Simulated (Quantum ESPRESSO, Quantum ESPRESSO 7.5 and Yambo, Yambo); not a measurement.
# PtS2 (1T monolayer): G0W0 on several meshes in Yambo

Wanted: mesh dependence and cost of G0W0 for PtS2 (1T monolayer).

Method: PBE and many-body steps on it, plane waves, in Quantum ESPRESSO 7.5 and Yambo 5.3.0.

### Step 1. Set-up

The cell holds 3 atoms: 1 Pt and 2 S. Its edges and angles: a = 3.574 Å, b = 3.574 Å, c = 15.000 Å, α = 90.0°, β = 90.0°, γ = 120.0°. It derives from  ([{'formula': 'PtS2', 'spacegroup': 164, 'source': 'prototype of the bulk crystal'}]). Vacuum lies along c.

The structure was relaxed with PBE. The runs that relaxed it are not among those shown. Spin-orbit coupling is left out unless a step names it.

### Step 2. Empty states on the mesh, 3×3×1 mesh, 96 bands

This step: Quantum ESPRESSO 7.5; DFT, PBE, plane waves, norm-conserving pseudopotentials.

The sums over transitions need many empty states on a uniform mesh; this step solves for them.

The input, pw.in:

```
&control
  calculation = 'nscf'
  prefix = 'x'
  outdir = 'o'
  pseudo_dir = 'pseudo'
/
&system
  ibrav = 0
  nat = 3
  ntyp = 2
  ecutwfc = 76.0
  nbnd = 96
  force_symmorphic = .true.
/
&electrons
  conv_thr = 1e-9
  electron_maxstep = 80
  diago_full_acc = .true.
  diago_thr_init = 5e-6
/
ATOMIC_SPECIES
  Pt 195.08 Pt.upf
  S 32.06 S.upf
CELL_PARAMETERS angstrom
  3.5735305101 -0.0000000000 0.0000000000
  -1.7867652550 3.0947682029 0.0000000000
  0.0000000000 0.0000000000 15.0000000000
ATOMIC_POSITIONS crystal
  Pt 0.0000000000 0.0000000000 0.5000000000
  S 0.3333333333 0.6666666667 0.5818569087
  S 0.6666666667 0.3333333333 0.4181430913
K_POINTS automatic
  3 3 1 0 0 0
```

The run is started by

```sh
> OMP_NUM_THREADS=1 mpirun -n 8 pw.x -nk 4 -in pw.in > pw.out
```

The log of the run:

```text
Program PWSCF v.7.5 starts

     This program is part of the open-source Quantum ESPRESSO suite
     for quantum simulation of materials; please cite
         "P. Giannozzi et al., J. Phys.:Condens. Matter 21 395502 (2009);
         "P. Giannozzi et al., J. Phys.:Condens. Matter 29 465901 (2017);
         "P. Giannozzi et al., J. Chem. Phys. 152 154105 (2020);
     in publications or presentations arising from this work. More details at

     Atomic positions and unit cell read from directory:
     o/x.save/

     Message from routine setup:
[...]
k = 0.0000 0.3849 0.0000 ( 12540 PWs)   bands (ev):

[...]
k = 0.3333 0.5774 0.0000 ( 12492 PWs)   bands (ev):

[...]
31.5033  31.5033  31.6949  32.0422  32.2589  33.2625  33.2625  33.5574
    33.6105  35.0359  35.0359  35.8888  35.8888  36.5090  36.5090  37.0316

     highest occupied, lowest unoccupied level (ev):    -1.1800    1.2423

     XML data file, pseudopotentials, collected wavefunctions

=------------------------------------------------------------------------------=
   JOB DONE.
=------------------------------------------------------------------------------=
```

Wall time 7.5 s (8 MPI ranks of Arm Neoverse V1, shared host); peak memory 0.74 GiB; 59 s of CPU time.

This step gave:

| Quantity | Value |
| --- | --- |
| gap | 2.422 eV |
| k of the valence top | 0, 0, 0 |
| k of the conduction bottom | 0, 0.3333, 0 |
| least direct gap | 2.555 eV |
| k points computed | 3 |
| lowest point of the top converged band, above the valence top | 35.02 eV |

On this mesh the gap is 2.422 eV.

The density comes from a self-consistent run that is not shown.

### Step 3. Conversion and set-up

This step: Yambo 5.3.0; conversion and set-up on PBE, plane waves, norm-conserving pseudopotentials.

The states are converted to the many-body program's format and the q mesh is built.

The run is started by

```sh
> (cd o/x.save; p2y > p2y.log; mv SAVE ../..); yambo > setup.log
```

The log of the run:

```text
 Yambo, version 5.3.0

 [02] CORE Variables Setup
 =========================

  [02.01] Unit cells
  ==================

  Cell kind             :  HCP
  Atoms in the cell     :  Pt  S
  number of Pt atoms    :  1
  number of S  atoms    :  2

  List of atomic masses
  Mass of Pt    :  195.0800
  Mass of S     :  32.06000

  List of atomic coordinates    : [cc]
  Pt1       :   0.00000   0.00000  14.17295  order 1
  S1       : -0.27466E-09   3.8988       16.493      order 2
  S2       :   3.37650   1.94942  11.85264  order 3

[...]
0.000000  0.000000  0.000000  0.000000  0.000000  0.000000  0.000000  0.000000

 [03] Transferred momenta grid and indexing
 ==========================================

 IBZ Q-points                                      :  3
 BZ  Q-points                                      :   9

 K/Q-points units:
 rlu = crystal or reduced units; cc = cartesian coordinates; iku = interal k-units

 Q [1]          [rlu]:  0.000000  0.000000  0.000000
 Q [2]          [rlu]:  0.29860E-16  0.33333       0.0000
 Q [3]          [rlu]:  0.333333  0.333333  0.000000

  [03.01] X indexes
  =================

   [03.01.01] Sigma indexes
   ========================

 [06] Game Over & Game summary
```

Wall time 2.5 s (1 MPI rank); peak memory 0.25 GiB.

### Step 4. 3×3×1

Now the one-shot GW correction: screening in the RPA, then the self-energy of the levels asked for.

This step: G0W0 on PBE, plane waves, norm-conserving pseudopotentials.

The input, gw13.in:

```
HF_and_locXC
gw0
dyson
ppa
em1d
rim_cut
rim_w
RandQpts= 3000000
RandGvec= 100 RL
CUTGeo= "slab z"
RandGvecW= 9 RL
EXXRLvcs= 76 Ry
VXCRLvcs= 304 Ry
Chimod= "HARTREE"
% BndsRnXp
 1 | 96 |
%
NGsBlkXp= 6 Ry
% LongDrXp
 1 | 1 | 0 |
%
% GbndRnge
 1 | 96 |
%
DysSolver= "n"
ExtendOut
PPAPntXp= 27.21138 eV
% QPkrange
 1 | 1 | 14 | 17 |
 2 | 2 | 14 | 17 |
%
```

The run is started by

```sh
> OMP_NUM_THREADS=2 mpirun -n 4 yambo -F gw13.in -J gw13 -C gw13 > gw13.log
```

The log of the run:

```text
 Yambo, version 5.3.0

 [02] CORE Variables Setup
 =========================

  [... cell, symmetries and grids as in the set-up ...]

  [02.05] Energies & Occupations
  ==============================

  [X] === General ===
  [X] Electronic Temperature                        :  0.000000  0.000000 [eV K]
  [X] Bosonic    Temperature                        :  0.000000  0.000000 [eV K]
  [X] Finite Temperature mode                       : no
  [X] El. density                                   :  0.18084E+24 [cm-3]
  [X] Fermi Level                                   : -1.180019 [eV]

  [X] === Gaps and Widths ===
  [X] Conduction Band Min                           :  2.422329 [eV]
  [X] Valence Band Max                              :  0.000000 [eV]
  [X] Filled Bands                                  :  15
  [X] Empty Bands                                   :   16   96
  [X] Direct Gap                                    :  2.555364 [eV]
  [X] Direct Gap localized at k                     :  2
  [X] Indirect Gap                                  :  2.422329 [eV]
  [X] Indirect Gap between kpts                     :  1  2
  [X] Last valence band width                       :  0.420447 [eV]
  [X] 1st conduction band width                     :  1.061889 [eV]

 [03] Transferred momenta grid and indexing
 ==========================================

 IBZ Q-points                                      :  3
 BZ  Q-points                                      :   9

 K/Q-points units:
 rlu = crystal or reduced units; cc = cartesian coordinates; iku = interal k-units

 Q [1]          [rlu]:  0.000000  0.000000  0.000000
 Q [2]          [rlu]:  0.29860E-16  0.33333       0.0000
 Q [3]          [rlu]:  0.333333  0.333333  0.000000

 [04] Coloumb potential Random Integration (RIM)
 ===============================================

 Performing RIM of v_slab

  [04.01] RIM initialization
  ==========================

  * Diagonal components only detected *

  8 x (sBL volume)        :  0.196958 [a.u.]
  sBZ random points       :  3000000
  Points outside the sBZ  :  24000829
  RL volume               :  0.221578 [a.u.]
  Integrated volume       :  0.221570 [a.u.]

  [04.02] RIM integrals
  =====================

  Gamma point sphere radius             :  0.084089 [a.u.]
  Points outside the sphere             :  2398884
  [Int_sBZ(q=0) 1/q^2]*(Vol_sBZ)^(-1/3) =:  7.542163
                                 should be <:  7.795600

  Summary of Coulomb integrals for non-metallic bands |Q|[au] RIM/Bare

  Q [1] 0.100000E-4 0.967490 * Q [2] 0.358123 1.144153
  Q [3] 0.620286 1.049134
  Non-periodic chartesian directions : none
  Optical renormalization            :  28.34589 [au]
  Polarizability dimension           : length

 [05] Coloumb potential CutOffslab
 =================================

 Cut directionsZ
 Slab Cutoff:Z
 Symmetry test passed : yes

 [06] Dipoles
 ============

  [06.01] Setup: observables and procedures
  =========================================

  [WARNING] [x,Vnl] slows the Dipoles computation. To neglect it rename the ns.kb_pp file

 [07] Dynamic Dielectric Matrix (PPA)
 ====================================

 [WR./gw13//ndb.pp]--------------------------------------------------------------
  Brillouin Zone Q/K grids (IBZ/BZ)                :   3   9   3   9
  RL vectors                                       :  15319 [WF]
  Coulomb cutoff potential                         : slab z
  Electronic Temperature                           :  0.000000 [K]
  Bosonic    Temperature                           :  0.000000 [K]
  PPA    diel. fun.  energies                      : Perdew, Burke & Ernzerhof(X)+Perdew, Burke & Ernzerhof(C)
  wavefunctions                                    : Perdew, Burke & Ernzerhof(X)+Perdew, Burke & Ernzerhof(C)
  Global Gauge                                     : length
  X matrix size                                    :  305
  X band range                                     :    1   96
  X e/h energy range                               : -1.000000 -1.000000 [eV]
  X Time ordering                                  : R
  X Hxc Kernel                                     : HARTREE
  X Drude frequency                                :  0.000000  0.000000
  X poles                                          :  100.0000 [o/o]
  RL vectors in the sum                            :  15319
  [r,Vnl] included                                 : yes
  Field direction                                  :  0.707107E-5  0.707107E-5   0.00000
  BZ energy Double Grid                            : no
  BZ energy DbGd points                            : 0
  BZ Q point size factor                           : -1.000000
  X Optical Averaged directions                    : none

 [08] Local Exchange-Correlation + Non-Local Fock
 ================================================

 [VXC] Plane waves :  100255
 [EXS] Plane waves :  12631

 QP @ state[ 1 ] K range:  1  2
 QP @ state[ 1 ] b range:  14  17

 [xc] Functional : Perdew, Burke & Ernzerhof(X)+Perdew, Burke & Ernzerhof(C)
 [xc] LIBXC used to calculate xc functional
  PP Number of Atomic Species                      :  2
  NLCC RL compoments                               :  100255
  PP Number of Atomic Species                      :  2
  NLCC RL compoments                               :  100255

 [xc] E_xc :  -16.12065 [Ha]
      E_xc :  -32.24130 [Ry]

  Local XC kind (lXC) : Perdew, Burke & Ernzerhof(X)+Perdew, Burke & Ernzerhof(C)
  Non-Local XC kind (nlXC) : Hartree-Fock

  Corrections @ K [1] :  [eV]
 <14|nlXC|14> = -16.00630 -0.36860E-17 <14|lXC|14> = -13.82531  0.000000
 <15|nlXC|15> = -16.00624  0.85872E-18 <15|lXC|15> = -13.82531  0.000000
 <16|nlXC|16> = -13.18748 -0.71227E-17 <16|lXC|16> = -16.91314  0.000000
 <17|nlXC|17> = -13.18750  0.31022E-17 <17|lXC|17> = -16.91315  0.37763E-15

  Corrections @ K [2] :  [eV]
 <14|nlXC|14> = -19.55504 -0.72318E-17 <14|lXC|14> = -16.39988  0.14161E-15
 <15|nlXC|15> = -18.43474  0.18311E-16 <15|lXC|15> = -15.50430 -0.23602E-15
 <16|nlXC|16> = -12.74277  0.58133E-17 <16|lXC|16> = -16.44888 -0.18882E-15
 <17|nlXC|17> = -12.74110  0.95710E-17 <17|lXC|17> = -16.59119  0.28323E-15

 [09] Dyson equation: Newton solver
 ==================================

  [09.01] RIM-W interpolation
  ===========================

  [WARNING] RIM-W works only for 2D semiconductors with slab cutoff
  Found compatible q grid: 2D
  q_min[ 1 ]:  0.33333      0.44418E-11   0.0000     [rlu]
   0.333333  0.166667  0.000000 [iku]
  q_min[ 2 ]:  0.12437E-10  0.33333       0.0000     [rlu]
   0.12437E-10  0.33333       0.0000     [iku]
  G-vectors :   9
  G-vectors loaded:   61
  Number of interpolated frequencies:  2

  Evaluating coefficients q = 0
  Evaluating coefficients q = 0

  [09.02] RIM-W integrals
  =======================

  8 x (sBL volume)        :  0.196958 [a.u.]
  sBZ random points       :  3000000
  Points outside the sBZ  :  24000829
  RL volume               :  0.221578 [a.u.]
  Integrated volume       :  0.221570 [a.u.]

  [09.03] RIM integrals
  =====================

  Comparison between head Wc = W - v averages: < Wc > [au] RIM-W/RIM

   < -Wc [Q = 1] > 0.553739E-1 0.486235E-4 * < -Wc [Q = 2] > 0.004619 0.004261
   < -Wc [Q = 3] > 0.907865E-3 0.867821E-3

  Comparison between head Wc = W - v averages: < Wc > [au] RIM-W/RIM

   < -Wc [G = 1,G`=0] > 0.553739E-1 0.486235E-4 * < -Wc [G = 2,G`=0] >-0.006664 0.000000
   < -Wc [G = 3,G`=0] >-0.006662 0.000000 * < -Wc [G = 4,G`=0] > 0.519297E-3  0.00000
   < -Wc [G = 5,G`=0] > 0.518539E-3  0.00000 * < -Wc [G = 6,G`=0] > 0.155437E-3  0.00000
   < -Wc [G = 7,G`=0] > 0.155797E-3  0.00000 * < -Wc [G = 8,G`=0] >-0.114255E-3  0.00000
   < -Wc [G = 9,G`=0] >-0.114281E-3  0.00000

 [10] G0W0 (W PPA)
 =================

 [  GW  ] Bands range     :    1   96
 [GW/PPA] G damping       :  0.100000 [eV]

 QP @ state[ 1 ] K range:  1  2
 QP @ state[ 1 ] b range:  14  17

  Sc/G bands                                       :    1   96
  Sc/G damping                                     :  0.100000 ev
  Sc bands terminator                              : no
  Sx RL components                                 :  12631

  QP @ state[ 1 ] K range                          :  1  2
  QP @ state[ 1 ] b range                          :  14  17
  GF energies kind                                 : Perdew, Burke & Ernzerhof(X)+Perdew, Burke & Ernzerhof(C)
  GF WF`s kind                                     : Perdew, Burke & Ernzerhof(X)+Perdew, Burke & Ernzerhof(C)
  Xs energies kind                                 : Perdew, Burke & Ernzerhof(X)+Perdew, Burke & Ernzerhof(C)
  Xs WF`s kind                                     : Perdew, Burke & Ernzerhof(X)+Perdew, Burke & Ernzerhof(C)

 [14] Game Over & Game summary
```

The job ended after 26 s (4 MPI ranks; peak memory 2 GiB; 2.3 min of CPU time).

Numbers from this step:

```yaml
g0w0_gap_on_the_points_computed: 4.015 eV
starting_gap_on_the_mesh: 2.422 eV
k_of_the_valence_top: 0, 0, 0
k_of_the_conduction_bottom: 0, 0.3333, 0
least_direct_g0w0_gap_on_the_computed_points: 4.018 eV
z_at_the_valence_top: 0.7403
z_at_the_conduction_bottom: 0.7419
```

The gap on the mesh goes from 2.42 eV to 4.02 eV, a correction of +1.59 eV.

### Step 5. Empty states on the mesh, 9×9×1 mesh, 96 bands

This step: Quantum ESPRESSO 7.5; DFT, PBE, plane waves, norm-conserving pseudopotentials.

pw.in: that of step 2 with these lines changed.

```diff
@@ -32,2 +32,2 @@
 K_POINTS automatic
-  3 3 1 0 0 0
+  9 9 1 0 0 0
```

The run is started by

```sh
> OMP_NUM_THREADS=1 mpirun -n 8 pw.x -nk 4 -in pw.in > pw.out
```

The log of the run:

```text
[banner, memory and clock lines left out]
Program PWSCF v.7.5 starts

     Atomic positions and unit cell read from directory:
     o/x.save/

     Message from routine setup:
     using ibrav=0 with symmetry is DISCOURAGED, use correct ibrav instead

     bravais-lattice index     =            0
     lattice parameter (alat)  =       6.7530  a.u.
     unit-cell volume          =    1119.4726 (a.u.)^3
     number of atoms/cell      =            3
     number of atomic types    =            2
     number of electrons       =        30.00
[...]
2.3042   4.4767   4.9648   5.4783   5.8051   7.4457   7.8606   7.8606
[...]
k = 0.0000 0.1283 0.0000 ( 12567 PWs)   bands (ev):

[...]
k = 0.0000 0.2566 0.0000 ( 12522 PWs)   bands (ev):

[...]
30.2218  30.7635  30.9847  31.2688  31.4970  31.9649  32.2262  32.4188
    32.8402  33.4225  33.4588  33.5743  34.5036  34.9223  35.1591  35.3785

          k = 0.0000 0.3849 0.0000 ( 12540 PWs)   bands (ev):

     [... further k-points ...]

     highest occupied, lowest unoccupied level (ev):    -0.9326    0.8765

     XML data file, pseudopotentials, collected wavefunctions
```

It took 21 s on 8 MPI ranks; peak memory 0.85 GiB.

This step gave:

```
gap                                                           : 1.809 eV
k of the valence top                                          : 0, 0.1111, 0
k of the conduction bottom                                    : 0, 0.2222, 0
least direct gap                                              : 1.876 eV
k points computed                                             : 12
lowest point of the top converged band, above the valence top : 34.78 eV
```

On this mesh the gap is 1.809 eV.

### Step 6. Conversion and set-up

This step: Yambo 5.3.0; conversion and set-up on PBE, plane waves, norm-conserving pseudopotentials.

The run is started by

```sh
> (cd o/x.save; p2y > p2y.log; mv SAVE ../..); yambo > setup.log
```

The log of the run:

```text
 Yambo, version 5.3.0

 [02] CORE Variables Setup
 =========================

  [02.01] Unit cells
  ==================

  Cell kind             :  HCP
  Atoms in the cell     :  Pt  S
  number of Pt atoms    :  1
  number of S  atoms    :  2

  List of atomic masses
  Mass of Pt    :  195.0800
  Mass of S     :  32.06000

  List of atomic coordinates    : [cc]
  Pt1       :   0.00000   0.00000  14.17295  order 1
  S1       : -0.27466E-09   3.8988       16.493      order 2
  S2       :   3.37650   1.94942  11.85264  order 3

[...]
K/Q-points units:
 rlu = crystal or reduced units; cc = cartesian coordinates; iku = interal k-units

 Q [ 1]         [rlu]:  0.000000  0.000000  0.000000
 Q [ 2]         [rlu]:  0.99534E-17  0.11111       0.0000
 Q [ 3]         [rlu]:  0.19907E-16  0.22222       0.0000
[...]
Q [ 8]         [rlu]:  0.111111  0.333333  0.000000
 Q [ 9]         [rlu]:  0.111111  0.444444  0.000000
 Q [10]         [rlu]:  0.222222  0.222222  0.000000
 Q [11]         [rlu]:  0.222222  0.333333  0.000000
 Q [12]         [rlu]:  0.333333  0.333333  0.000000

  [03.01] X indexes
  =================

   [03.01.01] Sigma indexes
   ========================

 [06] Game Over & Game summary
```

Run time: 3.5 s. Hardware: 1 MPI rank; peak memory 0.26 GiB.

[end of part 1 of 2]

[Paths, hosts, dates, memory and timing lines, banners, echoed tables and standing remarks are left out of the program output.]

[Logs are printed without paths, hosts, clocks, repeated set-up lines and the standing remarks that a program may print on its own settings, such as how far it seeks lower states.]

[Runs of the session that timed out or met a known fault of the program may be left out.]

[Hosts, paths, dates, database ids (printed as entryN), source tags and the programs' standing remarks are cut or masked in the printed files.]
